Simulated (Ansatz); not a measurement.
**The perfect GaP wire along [110], 36 atoms a period, H-terminated**

Wanted: the relaxed geometry and the bands of the GaP wire along [110], 36 atoms a period, H-terminated.

Main program and level: Ansatz 0.2.0; DFT PBE, plane waves, PAW; relaxation of a wire's period; PAW set soft_1, in the first sound run; inputs show where later runs differ.

Most raw output is cut from this account.

### Step 1. The structure

The cell holds 56 atoms: 20 H, 18 Ga and 18 P. Its edges and angles: a = 23.690 Å, b = 23.017 Å, c = 3.896 Å, α = 90.0°, β = 90.0°, γ = 90.0°. Vacuum lies along a and b. The structure's axis is c.

### Step 2. Relaxing the period

Band widths follow the bond lengths, so the wire is relaxed first. The atoms and the third cell vector are free; the box across stays fixed as vacuum. A Fermi-Dirac smearing is set since the result may be a metal. The pressure printed is a third of the stress's trace over the whole box, vacuum included; only the stress along the axis is relaxed.

Contents of input.yaml:

```yaml
crystal:
  lattice:
    - [23.69, 0.0, 0.0]
    - [0.0, 23.017, 0.0]
    - [0.0, 0.0, 3.8961583643]
  atoms:
    - { symbol: H, position: [0.198011712, 0.401626517, 0.0] }
    - { symbol: Ga, position: [0.236517977, 0.457674855, 0.0] }
    - { symbol: P, position: [0.41095867, 0.203765243, 0.0] }
    - { symbol: P, position: [0.41095867, 0.373038318, 0.0] }
    - { symbol: H, position: [0.430599302, 0.852269343, 0.0] }
    - { symbol: H, position: [0.445809277, 0.15303795, 0.0] }
    - { symbol: Ga, position: [0.469105567, 0.28840178, 0.0] }
    - { symbol: Ga, position: [0.469105567, 0.457674855, 0.0] }
[... 44 atom lines left out ...]
    - { symbol: P, position: [0.643546259, 0.542311393, 0.0] }
    - { symbol: P, position: [0.643546259, 0.711584468, 0.0] }
    - { symbol: H, position: [0.678396867, 0.762311761, 0.0] }
    - { symbol: Ga, position: [0.701693157, 0.62694793, 0.0] }
kpoints:
  mp_grid: { grid: [1, 1, 21] }
scf:
  occupations: { method: fermi_dirac, width: 0.05 }
hamiltonian:
  xc: pbe
  pseudopotentials: { kind: paw, azcp: { folder: soft_1 } }
relax:
  cell: { fix: [a, b, alpha, beta, gamma] }
  max_steps: 45
  f_tol: 0.03
```

The run is started by

```
ansatz run input.yaml --threads 16 --pin off --max-ram 61440MiB --backend cuda --events-out ev --progress --plain --runs-dir out --max-vram 78GiB
```

The job ended after 15 s (1 × NVIDIA GB200 with 16 threads of Arm Neoverse V2, shared host; peak memory 1.6 GiB).

Step by step:

| step | energy less that of the first step (eV) | largest force component (eV/Å) | pressure (GPa) | volume (Å³) |
| --- | --- | --- | --- | --- |
| 1 | 0.0000 | 1.2605 | 0.17 | 2124.47 |
| 2 | -1.1806 | 0.6524 | -0.09 | 2165.60 |
| 3 | -1.2704 | 0.2692 | -0.05 | 2173.56 |
| 4 | -1.2803 | 0.1784 | 0.03 | 2170.23 |
| 5 | -1.2848 | 0.0963 | -0.01 | 2174.06 |
| 6 | -1.2884 | 0.0083 | 0.00 | 2173.16 |
| 7 | -1.2961 | 0.0083 | 0.00 | 2173.16 |

The run keeps the 2 symmetry operations that it works with, so distortions that break them were not tested.

| cell as run | before | after | change |
| --- | --- | --- | --- |
| c (Å) | 3.896 | 3.985 | +2.3 % |

The atoms that moved most (Å, along periodic axes as changes of fractional coordinates times the final cell, across vacuum about the mean position):

| atom | dx | dy | dz | length |
| --- | --- | --- | --- | --- |
| P46 | 0.259 | 0.005 | 0.000 | 0.259 |
| P18 | 0.234 | -0.003 | 0.000 | 0.234 |
| H40 | -0.219 | 0.054 | 0.000 | 0.225 |
| Ga48 | 0.076 | 0.193 | 0.000 | 0.208 |
| H39 | -0.159 | -0.128 | 0.000 | 0.205 |
| H16 | 0.135 | -0.031 | -0.141 | 0.197 |
| H43 | 0.135 | -0.031 | 0.141 | 0.197 |
| H11 | -0.161 | 0.112 | 0.000 | 0.196 |

This step gave:

* energy at zero smearing: -82023.1427 eV
* cell length along the wire: 3.985 Å

The cell's length comes to 3.985 Å with spin left out.

### Step 3. Bands of the perfect wire

This step: DFT PBE, plane waves, PAW; bands of a perfect wire; PAW set soft_1 (Ansatz 0.2.0).

At the relaxed period the bands are computed along the axis; those that cross an energy going forward count the channels that a perfect wire would open there.

Contents of input.yaml:

```yaml
crystal:
  lattice:
    - [23.69, 0.0, 0.0]
    - [0.0, 23.017, 0.0]
    - [0.0, 0.0, 3.9854509325]
  atoms:
    - { symbol: H, position: [0.199620994, 0.39716701, 0.0] }
    - { symbol: Ga, position: [0.239571192, 0.451541367, 0.0] }
    - { symbol: P, position: [0.409583722, 0.207964279, 0.0] }
    - { symbol: P, position: [0.41266513, 0.374211489, 0.0] }
    - { symbol: H, position: [0.430948693, 0.857395327, 0.0] }
    - { symbol: H, position: [0.445093957, 0.158069765, 0.0] }
    - { symbol: Ga, position: [0.472809943, 0.290501187, 0.0] }
    - { symbol: Ga, position: [0.470445231, 0.46035009, 0.0] }
[... 44 atom lines left out ...]
    - { symbol: P, position: [0.64095545, 0.541301601, 0.0] }
    - { symbol: P, position: [0.639018574, 0.706216346, 0.0] }
    - { symbol: H, position: [0.673331011, 0.757079059, 0.0] }
    - { symbol: Ga, position: [0.701004839, 0.623588342, 0.0] }
kpoints:
  mp_grid: { grid: [1, 1, 21] }
  band_path: { path: ["Γ", Z], npoints: 90 }
scf:
  occupations: { method: fermi_dirac, width: 0.05 }
hamiltonian:
  xc: pbe
  pseudopotentials: { kind: paw, azcp: { folder: soft_1 } }
output:
  dos: { e_range: [-5, 4] }
  write_potential: true
  write_density: true
  volumetric_format: npy
```

Wall time 22 s (1 × NVIDIA GB200 with 16 threads); peak memory 3.1 GiB; 4.3 min of CPU time.

This step gave:

```yaml
energy_at_zero_smearing: -82023.1429 eV
band_gap: 0.2725 eV
```

Electronic bands along the path, in eV, zero at the Fermi level; v1 is the highest filled band, c1 the lowest empty one:

| point | v4 | v3 | v2 | v1 | c1 | c2 | c3 | c4 |
| --- | --- | --- | --- | --- | --- | --- | --- | --- |
| Γ | -1.93 | -1.88 | -0.45 | -0.13 | 0.14 | 0.26 | 0.29 | 0.32 |
| halfway | -2.43 | -2.20 | -1.89 | -1.57 | 0.93 | 1.13 | 1.17 | 1.22 |
| Z | -2.74 | -2.59 | -2.55 | -2.29 | 0.40 | 0.57 | 0.89 | 0.91 |

The gap is 0.272 eV, with spin left out.

The path shows a direct gap of 0.27 eV (valence top at Γ, conduction bottom at Γ).

### Step 4. Levels at the same atoms, cutoff 500 eV, k-mesh 1×1×16

This step: DFT r2SCAN, plane waves, PAW; bands of a perfect wire at the PBE geometry; PAW set soft_1 (Ansatz 0.2.0).

The atoms stay at the PBE geometry and the functional changes. r2SCAN also reads the kinetic-energy density; it often gives larger moments and wider gaps than PBE, at a higher cost. Against the first PBE run of this kind, the cutoff is 500 eV against 420 and the mesh along the wire has 16 points against 21.

Changes to input.yaml since step 3:

```diff
@@ -63,3 +63,3 @@
 kpoints:
-  mp_grid: { grid: [1, 1, 21] }
+  mp_grid: { grid: [1, 1, 16] }
   band_path: { path: ["Γ", Z], npoints: 90 }
@@ -68,8 +68,3 @@
 hamiltonian:
-  xc: pbe
+  xc: r2scan
   pseudopotentials: { kind: paw, azcp: { folder: soft_1 } }
-output:
-  dos: { e_range: [-5, 4] }
-  write_potential: true
-  write_density: true
-  volumetric_format: npy
```

Wall time 29 s (1 × NVIDIA GB200 with 16 threads); peak memory 4.5 GiB; 6 min of CPU time.

This step gave:

```
energy at zero smearing : -82220.2342 eV
band gap                : 0.4259 eV
```

The electronic bands at the labelled points (eV, zero at the Fermi level; v1 is the highest filled band, c1 the lowest empty one):

| point | v4 | v3 | v2 | v1 | c1 | c2 | c3 | c4 |
| --- | --- | --- | --- | --- | --- | --- | --- | --- |
| Γ | -2.11 | -2.07 | -0.56 | -0.21 | 0.21 | 0.37 | 0.41 | 0.47 |
| halfway | -2.64 | -2.40 | -2.05 | -1.71 | 1.05 | 1.27 | 1.30 | 1.38 |
| Z | -2.97 | -2.79 | -2.76 | -2.46 | 0.47 | 0.68 | 1.01 | 1.02 |

The gap is 0.426 eV, against 0.272 eV under PBE at the relaxed period.

### Step 5. At a strained period, period over the relaxed period 1.1, k-mesh 1×1×14

This step: DFT PBE, plane waves, PAW; relaxation at a fixed period; PAW set soft_1 (Ansatz 0.2.0).

The period is set to 1.1 times the relaxed one and the atoms relax within it: strain changes bond lengths and angles, which shifts the bands against each other. Against the first PBE run of this kind, the mesh along the wire has 14 points against 21.

The cell differs from the one that the last finished run ended in (c 3.985 → 4.384 Å).

Changes to input.yaml since step 4:

```diff
@@ -4,3 +4,3 @@
     - [0.0, 23.017, 0.0]
-    - [0.0, 0.0, 3.9854509325]
+    - [0.0, 0.0, 4.3839960258]
   atoms:
@@ -63,3 +63,3 @@
 kpoints:
-  mp_grid: { grid: [1, 1, 16] }
+  mp_grid: { grid: [1, 1, 14] }
   band_path: { path: ["Γ", Z], npoints: 90 }
@@ -68,3 +68,8 @@
 hamiltonian:
-  xc: r2scan
+  xc: pbe
   pseudopotentials: { kind: paw, azcp: { folder: soft_1 } }
+relax:
+  max_steps: 40
+  f_tol: 0.02
+output:
+  stress: true
```

Run time: 27 s. Hardware: 1 × NVIDIA GB200 with 16 threads; peak memory 2 GiB.

The steps of the relaxation:

| step | energy less that of the first step (eV) | largest force component (eV/Å) |
| --- | --- | --- |
| 1 | 0.0000 | 1.1924 |
| 2 | -0.8589 | 0.8422 |
| 3 | -1.0048 | 0.0861 |
| 4 | -1.0159 | 0.0434 |
| 5 | -1.0177 | 0.0188 |

The run keeps the 2 symmetry operations that it works with, so distortions that break them were not tested.

The atoms that moved most (Å):

| atom | dx | dy | dz | length |
| --- | --- | --- | --- | --- |
| H14 | -0.380 | -0.009 | 0.075 | 0.387 |
| H45 | -0.380 | -0.009 | -0.075 | 0.387 |
| H47 | 0.332 | 0.033 | 0.000 | 0.334 |
| H1 | 0.332 | -0.016 | 0.000 | 0.333 |
| P38 | -0.330 | -0.006 | 0.000 | 0.330 |
| H43 | 0.313 | 0.007 | 0.091 | 0.326 |
| H16 | 0.313 | 0.007 | -0.091 | 0.326 |
| P37 | -0.322 | 0.009 | 0.000 | 0.322 |

This step gave:

```yaml
energy_at_zero_smearing: -82020.5616 eV
band_gap: 0.1924 eV
```

Electronic bands along the path, in eV, zero at the Fermi level; v1 is the highest filled band, c1 the lowest empty one:

| point | v4 | v3 | v2 | v1 | c1 | c2 | c3 | c4 |
| --- | --- | --- | --- | --- | --- | --- | --- | --- |
| Γ | -0.90 | -0.86 | -0.26 | -0.10 | 0.09 | 0.29 | 0.36 | 0.44 |
| halfway | -1.26 | -1.09 | -0.86 | -0.64 | 1.78 | 2.00 | 2.05 | 2.10 |
| Z | -1.62 | -1.40 | -1.22 | -1.12 | 1.64 | 1.66 | 2.01 | 2.09 |

The gap is 0.192 eV, against 0.272 eV under PBE at the relaxed period.

### Step 6. Strain along the wire, period over the relaxed period 0.94, k-mesh 1×1×17

The period is set to 0.94 times the relaxed one and the atoms relax within it: strain changes bond lengths and angles, which shifts the bands against each other. Against the first PBE run of this kind, the mesh along the wire has 17 points against 21.

The cell differs from the one that the last finished run ended in (c 4.384 → 3.746 Å).

Changes to input.yaml since step 5:

```diff
@@ -4,3 +4,3 @@
     - [0.0, 23.017, 0.0]
-    - [0.0, 0.0, 4.3839960258]
+    - [0.0, 0.0, 3.7463238766]
   atoms:
@@ -63,3 +63,3 @@
 kpoints:
-  mp_grid: { grid: [1, 1, 14] }
+  mp_grid: { grid: [1, 1, 17] }
   band_path: { path: ["Γ", Z], npoints: 90 }
```

The job ended after 28 s (1 × NVIDIA GB200 with 16 threads; peak memory 1.8 GiB).

Relaxation path:

| step | energy less that of the first step (eV) | largest force component (eV/Å) |
| --- | --- | --- |
| 1 | 0.0000 | 1.1514 |
| 2 | -0.5607 | 0.6911 |
| 3 | -0.6573 | 0.1732 |
| 4 | -0.6624 | 0.0307 |
| 5 | -0.6632 | 0.0096 |

Forces are held to the 2 operations that the run works with; a distortion that breaks them can't arise in this run.

The atoms that moved most (Å):

| atom | dx | dy | dz | length |
| --- | --- | --- | --- | --- |
| H14 | 0.257 | 0.007 | -0.015 | 0.257 |
| H45 | 0.257 | 0.007 | 0.015 | 0.257 |
| P37 | 0.191 | 0.006 | 0.000 | 0.191 |
| P38 | 0.191 | 0.012 | 0.000 | 0.191 |
| H1 | -0.184 | 0.002 | 0.000 | 0.184 |
| H47 | -0.177 | -0.014 | 0.000 | 0.177 |
| H16 | -0.171 | 0.003 | 0.045 | 0.177 |
| H43 | -0.171 | 0.003 | -0.045 | 0.177 |

Numbers from this step:

- energy at zero smearing: -82021.9059 eV
- band gap: 0 eV

Bands cross the Fermi level, where there was a gap of 0.272 eV under PBE at the relaxed period.

### Step 7. Outcome

| Item | Value |
| --- | --- |
| cell length, PBE | 3.985 Å |
| gap, PBE | 0.272 eV |
| gap, r2SCAN | 0.426 eV |
| gap, period scaled by 1.1 | 0.192 eV |
| gap, period scaled by 0.94 | none |

**Reading.** Under PBE the cell's length is 3.99 Å, and a gap of 0.27 eV makes it a semiconductor. At the relaxed period the wire is gapped under every functional, from 0.27 eV (PBE) to 0.43 eV (r2SCAN). Weak screening in one dimension makes quasiparticle gaps larger than the semilocal gaps, as a rule. Strain matters: under PBE the gap goes from 0.27 eV to 0 eV at 0.94 times the period and 0.192 eV at 1.1 times the period. Where the gap is under about 0.35 eV, the smearing of 0.05 eV partly fills the band edges in the SCF. Plain hydrogen on a compound's surface is a simple closure: it may leave surface states, and facets that end in unlike atoms put a field across the wire, both of which shrink the gap.

[Logs are printed without paths, hosts, clocks, repeated set-up lines and the standing remarks that a program may print on its own settings, such as how far it seeks lower states.]

[Hosts, paths, dates, database ids (printed as entryN), source tags and the programs' standing remarks are cut or masked in the printed files.]
